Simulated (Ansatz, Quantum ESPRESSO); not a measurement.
# AlN (P6_3mc): third-order response, part 4 of 4

Wanted: vibrational spectra of AlN (P6_3mc) from linear and non-linear response.

Quantum ESPRESSO 8.0 development, patched; DFT LDA, scalar-relativistic, plane waves, PseudoDojo norm-conserving pseudopotentials.

So far, highest mode moved by the LO-TO term (cm⁻¹): step 9 (modes along a direction of q (1 0 0)) 921; step 10 (q direction 0×0×1) 895; step 11 (q direction 1×1×1) 913.

The database entry behind the starting cell differs from later determinations by our own check (inner coordinate u about 0.002 short), so it need not match the best structure at ambient conditions.

### Step 12. Cross-check with Ansatz

A second program on the same cell, potentials, cutoff and meshes tests the implementation of the phonon response, not its convergence. Its field response is summed in its own way. Its k mesh is centred on Γ.

This step: DFT LDA, scalar-relativistic, plane waves, PseudoDojo norm-conserving pseudopotentials (Ansatz 0.2.0).

input.yaml reads:

```yaml
crystal:
  lattice:
    - [3.0821371063, 0.0, 0.0]
    - [-1.5410685539, 2.6692090315, 0.0]
    - [0.0, 0.0, 4.9334654811]
  atoms:
    - { symbol: Al, position: [0.3333333333, 0.6666666667, -0.000977205] }
    - { symbol: Al, position: [0.6666666667, 0.3333333333, 0.499022795] }
    - { symbol: "N", position: [0.3333333333, 0.6666666667, 0.380977205] }
    - { symbol: "N", position: [0.6666666667, 0.3333333333, 0.880977205] }
kpoints:
  mp_grid: { grid: [9, 9, 6] }
hamiltonian:
  xc: lda
  pseudopotentials: { kind: nc, accuracy: standard }
scf:
  occupations: { method: fixed }
output:
  eigenvalues: true
basis:
  ecutwfc: 1142.878
phonons:
  method: dfpt
  dielectric: true
  rigid_motions: translations
  raman: true
```

The run is started by

```
ansatz run input.yaml --threads 8 --pin off --max-ram 16384MiB --backend cpu --events-out ev --progress --plain --runs-dir out
```

The log of the run:

```text
Warning: basis.ecutwfc = 1142.878 eV is below the records' recommended 1142.878222 eV, and the density's cutoff is lower with it unless basis.ecutrho_ratio is high enough to keep the records' density cutoff: compare with a run at a higher cutoff
Engine: ansatz 0.2.0, x86_64-unknown-linux-gnu
Pseudopotentials: kind: nc
Pseudopotential: Al, nc, valence charge 3, recommended cutoff 598.650497 eV (normal), Al.nc.azcp (PseudoDojo's, or run here from an input of PseudoDojo's; its table is named by hamiltonian.pseudopotentials.accuracy)
Pseudopotential: N, nc, valence charge 5, recommended cutoff 1142.878222 eV (normal), N.nc.azcp (PseudoDojo's, or run here from an input of PseudoDojo's; its table is named by hamiltonian.pseudopotentials.accuracy)
Functional definition: SPW92
  exchange = slater_x
  correlation = pw_c
Crystal: 4 atoms, lattice volume = 40.587 Å³
Basis set: ecut = 1142.878 eV, 3561 PW (Γ), exchange–correlation on 72×72×120 points (8 copies of the dense FFT grid, shifted against one another)
Bands: 12, of which v1, the nominal top of the filled ones, is band 8 counted from 1 (7 counted from 0)
Symmetry: 12 space group operations
k-points: 140 of 486 (irreducible under 2 space group operations, time reversal used)
Non-local potential: Al, projectors of the file, l = 0: 2, l = 1: 2, l = 2: 2
Non-local potential: N, projectors of the file, l = 0: 2, l = 1: 2
Initial density: superposition of atomic densities (chi_scale 0.1, normalization cell, long waves kept (reshape's long-wave potential 0.00 eV rms))
Initial wavefunctions: pseudopotential atomic-orbital guess
Functional: x = slater, c = lda
SCF iter   1: F=—  HF=-702.211707 eV  |F-HF|=—  |Δ(HF+E_count)|=         —  Δρ=1.49e-1  dr2=1.05e1  ethr=3.10e-3  ⟨swp⟩=5.0  Hψ=9657  notcnv=0  defer=269
preconditioner: auto → none  [insulator: Δε(μ)=5.940 eV  Ē_g=14.515 eV  n_scr=2 (ndim 8)  ℏωp=23.3 eV  f_vac=0.000  ε∞_Penn≈3.6]
SCF iter   2: F=—  HF=-699.408744 eV  |F-HF|=—  |Δ(HF+E_count)|=    2.80e0  Δρ=7.58e-2  dr2=1.37e0  ethr=3.10e-3  ⟨swp⟩=4.8  Hψ=5923  notcnv=0  defer=276
SCF iter   3: F=—  HF=-699.013742 eV  |F-HF|=—  |Δ(HF+E_count)|=   3.95e-1  Δρ=2.15e-2  dr2=9.35e-2  ethr=3.10e-3  ⟨swp⟩=2.3  Hψ=4089  notcnv=0  defer=278
SCF iter   4: F=—  HF=-698.991201 eV  |F-HF|=—  |Δ(HF+E_count)|=   2.25e-2  Δρ=1.32e-3  dr2=2.27e-4  ethr=5.85e-4  ⟨swp⟩=2.0  Hψ=1963  notcnv=0  defer=280
SCF iter   5: F=—  HF=-698.991111 eV  |F-HF|=—  |Δ(HF+E_count)|=   9.02e-5  Δρ=1.57e-4  dr2=4.34e-6  ethr=1.42e-6  ⟨swp⟩=2.0  Hψ=2826  notcnv=0  defer=280
SCF iter   6: F=—  HF=-698.991109 eV  |F-HF|=—  |Δ(HF+E_count)|=   1.70e-6  Δρ=1.34e-5  dr2=2.76e-8  ethr=2.71e-8  ⟨swp⟩=2.2  Hψ=2483  notcnv=0  defer=138
SCF iter   7: F=—  HF=-698.991093 eV  |F-HF|=—  |Δ(HF+E_count)|=   1.60e-5  Δρ=1.60e-6  dr2=6.68e-10  ethr=1.73e-10  ⟨swp⟩=2.7  Hψ=2862  notcnv=0
SCF iter   8: F=-698.991093 eV  HF=-698.991093 eV  |F-HF|=7.96e-13  |Δ(HF+E_count)|=  2.22e-10  Δρ=2.59e-7  dr2=6.92e-12  ethr=1.00e-12  ⟨swp⟩=9.0  Hψ=12889  notcnv=0
SCF 1 converged in 8 iterations: F = -698.991093 eV  dr2 = 6.92e-12
NSCF: frozen V_eff on 4 k-points
DFPT response loops at Γ: preconditioner auto → none (the input reference at scf.mixing.eps_inf says where Resta's filter doesn't serve); β = 0.50; Broyden in place of MSR1
── the response to a field inside a basis, on 14×14×8 k-points: an SCF that follows is theirs, and a resumed run solves both again ──
Bands: 9, of which v1, the nominal top of the filled ones, is band 8 counted from 1 (7 counted from 0)
k-points: 224 of 1568 (irreducible under 4 space group operations, time reversal used)
Initial density: handed on by an earlier stage of this run
Initial wavefunctions: pseudopotential atomic-orbital guess (no wavefunctions were taken with the density)
Eigensolver: Dense (224 Hₖ)
SCF iter   1: F=—  HF=-698.988322 eV  |F-HF|=—  |Δ(HF+E_count)|=         —  Δρ=6.38e-5  dr2=2.59e-7  ethr=1.00e-1
preconditioner: auto → none  [insulator: Δε(μ)=4.721 eV  Ē_g=11.266 eV  n_scr=2 (ndim 8)  ℏωp=23.3 eV  f_vac=0.001  ε∞_Penn≈5.3]
SCF iter   2: F=—  HF=-698.988322 eV  |F-HF|=—  |Δ(HF+E_count)|=   2.78e-7  Δρ=3.20e-5  dr2=6.56e-8  ethr=1.62e-9
SCF iter   3: F=—  HF=-698.988323 eV  |F-HF|=—  |Δ(HF+E_count)|=   1.05e-7  Δρ=9.39e-6  dr2=2.74e-8  ethr=4.10e-10
SCF iter   4: F=-698.988323 eV  HF=-698.988323 eV  |F-HF|=4.32e-12  |Δ(HF+E_count)|=   6.37e-9  Δρ=2.81e-7  dr2=2.40e-11  ethr=1.71e-10
SCF 1 converged in 4 iterations: F = -698.988323 eV  dr2 = 2.40e-11
DFPT response loops at Γ: mixed as the last ones told, above
DFPT response loops at Γ: mixed as the last ones told, above
SCF converged after 8 iterations
Free energy (F): -698.991093 eV
Harris-Foulkes:  -698.991093 eV  (|F-HF|=7.96e-13)
Internal energy: -698.991093 eV  (E = F + TS)
E sigma→0 (E₀):  -698.991093 eV
Fermi energy:    7.136772 eV
--- Per-component energies (eV) ---
  E_band       = 29.797198
  E_kinetic    = 449.542425
  E_local      = -431.002583  (includes V_loc(G=0)·N_el)
  E_nonlocal   = -39.148318
  E_hartree    = 151.311627
  E_xc         = -232.173794
  E_vxc        = -252.217570  (∫ρ·V_xc dr)
  E_ewald      = -597.520450
  E_smearing   = -0.000000  (= −TS)
  E_closure    = -0.000000  (closes the sum)
  Σ components = -698.991093   (vs F -698.991093, Δ=0.00e0)
--- Band table (eV; the first three rows and the last of 140) ---
  k-point 0: bands = [... 4 lower, 6.2436, 6.9084, 6.9084, 7.1368, 11.6284, 13.9372, 17.8369, 18.3165]
  k-point 1: bands = [... 4 lower, 6.2857, 6.5410, 6.8614, 6.8614, 12.1005, 14.0113, 17.6581, 18.2848]
  k-point 2: bands = [... 4 lower, 6.4025, 6.4025, 6.7349, 6.7349, 13.0245, 14.0962, 17.3647, 18.3354]
  k-point 139: bands = [... 4 lower, 4.4848, 4.4848, 6.0228, 6.0228, 13.7237, 13.7237, 16.5200, 16.5200]
--- Phonons (Γ-DFPT): 4 representative perturbations + reference, on 140 of 486 k-points (Σ response iterations 12) ---
  k mesh reduced under 2 symmetry operations, with k and −k counted as one. Each operation leaves every solved perturbation unchanged. A smaller set is not considered because the run solves the response to a homogeneous field
  ASR residual: 1.898e-4 → 0.000e0 eV/Å²; symmetrization residual: 2.032e-6 eV/Å²
  ASR residual per site (eV/Å²): 4.24e-5 4.24e-5 1.90e-4 1.90e-4
  Γ frequencies (cm⁻¹): 0.00 0.00 0.00 241.56 241.56 554.79 625.24 672.70 672.70 683.45 683.45 735.79
  ε∞ (high-frequency dielectric tensor):
        4.347156    -0.000000    -0.000000
       -0.000000     4.347156    -0.000000
       -0.000000     0.000000     4.565673
  ε⁰ (static dielectric tensor: ions relaxed, cell fixed):
        7.888640    -0.000000     0.000000
       -0.000000     7.888640     0.000000
        0.000000     0.000000     9.362625
  ε⁰ − ε∞ (ionic part):
        3.541484    -0.000000     0.000000
       -0.000000     3.541484     0.000000
        0.000000     0.000000     4.796952
  softest optical mode at Γ: 241.56 cm⁻¹; the repairs (sum rule, projections) moved no ω² at Γ by more than (2.04 cm⁻¹)²
  Born effective charges Z* (e; rows j = field, columns β = displacement):
    site 0:
         2.50807   -0.00000   -0.00000
        -0.00000    2.50807   -0.00000
         0.00000    0.00000    2.67039
    site 1:
         2.50807   -0.00000    0.00000
        -0.00000    2.50807   -0.00000
         0.00000   -0.00000    2.67039
    site 2:
        -2.50807    0.00000    0.00000
         0.00000   -2.50807    0.00000
        -0.00000    0.00000   -2.67039
    site 3:
        -2.50807    0.00000   -0.00000
         0.00000   -2.50807   -0.00000
        -0.00000   -0.00000   -2.67039
  Z* charge neutrality: 6.784e-4 e pre-enforcement
  solved inside a basis spanned on kpoints, on 14×14×8 k-points: ε∞ is read to err by 1.1e-2, Z* by 8.8e-3 e (field_mesh: kpoints solves on kpoints); Z* is corrected for what the basis lacks
  Raman tensors (in the event stream and the table raman_tensors.tsv): an entry may err by 3.1e-3 Å², one of the second-order susceptibility by 1.0e-2 pm/V (basis, points and sum rule); their sum over the sites missed zero by 7.414e-5 Å² ahead of its enforcement
  optical modes at Γ without the LO–TO term, one row a degenerate level:
      ω (cm⁻¹)  modes    IR ((D/Å)²/amu)  static Raman (Å⁴/amu)  depolarisation
        241.56      2             0.0000                 0.1208           0.750
        554.79      1             0.0000                 0.0000               —
        625.24      1            35.6855                21.2300           0.748
        672.70      2             0.0000                19.6775           0.750
        683.45      2            62.9580                10.0072           0.750
        735.79      1             0.0000                 0.0000               —
  optical modes at Γ + LO–TO along q̂ = [1.0000, 0.0000, 0.0000]:
      ω (cm⁻¹)  modes    IR ((D/Å)²/amu)  static Raman (Å⁴/amu)  depolarisation
        241.56      2             0.0000                 0.1208           0.750
        554.79      1             0.0000                 0.0000               —
        625.24      1            35.6855                21.2300           0.748
        672.70      2             0.0000                19.6775           0.750
        683.45      1            31.4790                 5.0036           0.750
        735.79      1             0.0000                 0.0000               —
        920.67      1            31.4790                 5.1484           0.750
  optical modes at Γ + LO–TO along q̂ = [0.0000, 1.0000, 0.0000]:
      ω (cm⁻¹)  modes    IR ((D/Å)²/amu)  static Raman (Å⁴/amu)  depolarisation
        241.56      2             0.0000                 0.1208           0.750
        554.79      1             0.0000                 0.0000               —
        625.24      1            35.6855                21.2300           0.748
        672.70      2             0.0000                19.6775           0.750
        683.45      1            31.4790                 5.0036           0.750
        735.79      1             0.0000                 0.0000               —
        920.67      1            31.4790                 5.1484           0.750
  optical modes at Γ + LO–TO along q̂ = [0.0000, 0.0000, 1.0000]:
      ω (cm⁻¹)  modes    IR ((D/Å)²/amu)  static Raman (Å⁴/amu)  depolarisation
        241.56      2             0.0000                 0.1208           0.750
        554.79      1             0.0000                 0.0000               —
        672.70      2             0.0000                19.6775           0.750
        683.45      2            62.9580                10.0072           0.750
        735.79      1             0.0000                 0.0000               —
        895.36      1            35.6855                10.0074           0.548
```

Run time: 2.9 min. Hardware: 8 threads of Intel Xeon at 2.70GHz, shared host; peak memory 2.4 GiB.

Numbers from this step:

```yaml
sum_rule_residual_before_enforcement: 1.90e-4 eV/Å²
miss_of_the_charge_sum_rule: 6.78e-4 e
estimated_error_of_the_dielectric_tensor: 0.01141
estimated_error_of_the_born_charges: 0.008761 e
mean_high_frequency_dielectric_constant: 4.420
largest_born_charge_in_size_third_of_the_trace: 2.562 e
mean_static_dielectric_constant: 8.380
highest_mode_moved_by_the_lo_to_term: 920.7 cm⁻¹
```

Transverse modes. Infrared lines, with heights relative to the strongest:

```
position (cm⁻¹)  label  IR intensity ((D/Å)²/amu), degenerate modes summed, relative
            242     E2                                                           0.0
            555     B1                                                           0.0
            625     A1                                                            57
            673     E2                                                           0.0
            683     E1                                                           100
            736     B1                                                           0.0
```

Activity x (w_L - w)^4 (n + 1)/w, 532 nm, 300 K. Lines of the Raman spectrum (strongest = 100):

| position (cm⁻¹) | label | Stokes intensity, strongest 100 |
| --- | --- | --- |
| 242 | E2 | 2.2 |
| 555 | B1 | 0.0 |
| 625 | A1 | 100 |
| 673 | E2 | 84 |
| 683 | E1 | 42 |
| 736 | B1 | 0.0 |

### Step 13. Side by side: QE PseudoDojo and Ansatz, PseudoDojo

Numbers from this step:

```
root-mean-square difference : 0.01 cm⁻¹
largest difference          : 0.01 cm⁻¹
```

Frequencies side by side, by row:

| q (reciprocal lattice) | mode | QE PseudoDojo (cm⁻¹) | Ansatz, PseudoDojo (cm⁻¹) |
| --- | --- | --- | --- |
| 0 0 0 | 1 | 0 | 0 |
| 0 0 0 | 2 | 0 | 0 |
| 0 0 0 | 3 | 0 | 0 |
| 0 0 0 | 4 | 241.6 | 241.6 |
| 0 0 0 | 5 | 241.6 | 241.6 |
| 0 0 0 | 6 | 554.8 | 554.8 |
| 0 0 0 | 7 | 625.2 | 625.2 |
| 0 0 0 | 8 | 672.7 | 672.7 |
| 0 0 0 | 9 | 672.7 | 672.7 |
| 0 0 0 | 10 | 683.5 | 683.5 |
| 0 0 0 | 11 | 683.5 | 683.5 |
| 0 0 0 | 12 | 735.8 | 735.8 |

The two runs side by side. Further quantities:

```
                                                                               quantity  QE PseudoDojo  Ansatz, PseudoDojo
                                                                                mean ε∞          4.422                4.42
largest Born charge in size (e; the first before, the second after the charge sum rule)          2.563               2.562
                                                       summed IR intensity ((D/Å)²/amu)          98.67               98.64
                                                         summed Raman activity (Å⁴/amu)          50.67               51.04
```

At the zone centre the largest difference (acoustic modes at Γ apart) is 0.001 % of the highest mode.

### Step 14. Summary of results

| Quantity | Value |
| --- | --- |
| space group after relaxation | P6_3mc |
| volume per atom | 10.1 Å³ |
| gap on the k-mesh | 4.49 eV |
| highest optical zone-centre mode (no LO-TO term) | 735.8 cm⁻¹ |
| lowest optical zone-centre mode | 241.6 cm⁻¹ |
| highest mode moved by the LO-TO term | 920.6 cm⁻¹ |
| mean high-frequency dielectric constant | 4.42 |
| largest Born charge in size (third of the trace) | 2.56 e |
| mean static dielectric constant | 8.38 |
| imaginary optical modes at the zone centre (no q mesh in this session) | none |
| largest difference from Ansatz, PseudoDojo | 0.01 cm⁻¹ |

In words: The largest Raman activity of AlN (P6_3mc) lies at 625 cm⁻¹ and the strongest infrared line at 683 cm⁻¹ (transverse modes). At the LDA level the optical modes of AlN (P6_3mc) at the zone centre (no LO-TO term) run from 242 to 736 cm⁻¹. Along the directions run, the highest mode that the macroscopic field moves lies at 921 cm⁻¹. Lattice motion raises the mean dielectric constant from 4.422 to 8.383. The Born charge of Al is 2.562 e against a formal charge of +3, somewhat under it. Of the 9 optical modes, 4 are Raman active alone, 2 are silent and 3 are both infrared and Raman active. QE PseudoDojo and Ansatz, PseudoDojo agree to 0.01 cm⁻¹ (0.001 % of the highest mode compared) on all solved modes but the acoustic ones at Γ, without the LO-TO term. These are harmonic frequencies at zero temperature: anharmonic shifts and linewidths and thermal expansion are left out. The build is a development version in which the Raman tensors of release 7.5 are mended; dynmat.x leaves out the electro-optic term of LO lines.

Computed beside measured:

| quantity | measured | LDA PseudoDojo norm-conserving, Quantum ESPRESSO |
| --- | --- | --- |
| lattice constant a (Å) | 3.111 | 3.082 (-0.9 %) |
| Raman mode, E2(low) (cm⁻¹) | 247.6 | 242 (-2.4 %) |
| Raman mode, A1(TO) (cm⁻¹) | 610.4 | 625 (+2.4 %) |
| Raman mode, E2(high) (cm⁻¹) | 656.1 | 673 (+2.5 %) |
| Raman mode, E1(TO) (cm⁻¹) | 669.1 | 683 (+2.1 %) |

Measured values from arxiv:1112.6088 (2011) and pmc:10004678 (2023).

How well it matches: Measured modes were matched to the nearest mode of that symmetry; at LDA PseudoDojo norm-conserving, Quantum ESPRESSO, 4 of them have a partner, and the computed frequencies miss them by 2.4 % on average (mean signed +1.2 %), which is good agreement. The lattice constant a is off by -0.9 %: fair agreement. The grades are ours: good and fair within 0.7 and 1.5 % for the lattice constant a and 3 and 7 % for the Raman mode. For lattice constants and Raman mode the calculation has a static lattice, without zero-point motion or thermal expansion (measured at up to 300 K).

[Host names and launcher messages were left out of these logs when they were recorded.]

[Logs are printed without paths, hosts, clocks, repeated set-up lines and the standing remarks that a program may print on its own settings, such as how far it seeks lower states.]

[Hosts, paths, dates, database ids (printed as entryN), source tags and the programs' standing remarks are cut or masked in the printed files.]
